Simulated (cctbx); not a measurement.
# Reading a Patterson map

Space group Fddd (no. 70, origin choice 1), a = 6.1480 Å, b = 10.5570 Å, c = 25.3660 Å, α = 90.00°, β = 90.00°, γ = 90.00°, content Te32 Pd24 Na16.

The data are simulated with cctbx, not measured: synchrotron X-rays, λ = 0.6889 Å, to d = 0.8 Å, 70 % of the full sphere, strongest reflection 20000 counts, noise from counting, a 3 % proportional error and a noise floor of 8 counts (s.d.); no absorption, some extinction.

Patterson synthesis, origin scaled to 1000:

```text
Patterson group F m m m
      u       v       w   height  length (A)
  0.000   0.000   0.000   1000.0     0.00
  0.250   0.250   0.250    583.4     7.04
  0.000   0.168   0.500    351.6    12.81
  0.000   0.000   0.117    296.1     2.96
  0.000   0.166   0.191    254.9     5.16
  0.000   0.166   0.308    253.9     8.01
  0.250   0.084   0.059    253.3     2.31
  0.000   0.000   0.500    217.1    12.68
  0.000   0.165   0.058    208.5     2.28
  0.000   0.168   0.381    177.5     9.83
  0.000   0.000   0.250    173.9     6.33
  0.250   0.250   0.000    173.4     3.05
  0.250   0.082   0.250    169.5     6.58
  0.250   0.250   0.133    140.2     4.56
```

Q: Assign the vectors.

A peak at u stands for all pairs with xi − xj = u, with weight Σ ZiZj against Σ Z² = 139248 at the origin. Peak heights follow these weights only roughly, since form factors, motion and series ripples differ, all vectors within 0.55 Å of a peak are counted as merged into it though the farther ones add only part of their weight, and F(000) is left out, which lowers the whole map:

| u | v | w | shortest length (Å) | height | 1000 ΣZiZj/ΣZ² | pairs in the cell |
| --- | --- | --- | --- | --- | --- | --- |
| 0.250 | 0.250 | 0.250 | 7.04 | 583 | 622 | 16 × Te–Te, 20 × Pd–Pd, 8 × Na–Na |
| 0.000 | 0.168 | 0.500 | 3.50 | 352 | 442 | 16 × Te–Te, 32 × Te–Na |
| 0.000 | 0.000 | 0.117 | 2.97 | 296 | 311 | 16 × Te–Te |
| 0.000 | 0.166 | 0.191 | 5.15 | 255 | 275 | 16 × Te–Pd |
| 0.000 | 0.166 | 0.308 | 6.01 | 254 | 275 | 16 × Te–Pd |
| 0.250 | 0.084 | 0.059 | 2.32 | 253 | 275 | 16 × Te–Pd |
| 0.000 | 0.000 | 0.500 | 3.07 | 217 | 243 | 16 × Pd–Pd |
| 0.000 | 0.165 | 0.058 | 2.28 | 208 | 275 | 16 × Te–Pd |
| 0.000 | 0.168 | 0.381 | 4.63 | 178 | 221 | 8 × Te–Te, 16 × Te–Na |
| 0.000 | 0.000 | 0.250 | 6.34 | 174 | 243 | 16 × Pd–Pd |

The table stops at ten peaks or at a height of 45, below which ripples compete. In the model behind the data Te, the heaviest element, has 1 independent site: (0.7591, 0.5844, 0.1912), up to an allowed shift of origin; the Te–Te vectors are differences of these positions and their symmetry mates. Elements of similar Z can't be told apart from the map alone. The whole model:

```csv
atom,mult.,x,y,z,Ueq (Å²)
Te1,32,0.7591,0.5844,0.1912,0.0065
Pd1,16,0,0,0.2498,0.0059
Pd2,8,3/4,3/4,1/4,0.0175
Na1,16,0,0,0.4265,0.0072
```

This is a model crystal, built by substitution and not relaxed, with assumed displacement parameters.

[Logs are printed without paths, hosts, clocks, repeated set-up lines and the standing remarks that a program may print on its own settings, such as how far it seeks lower states.]
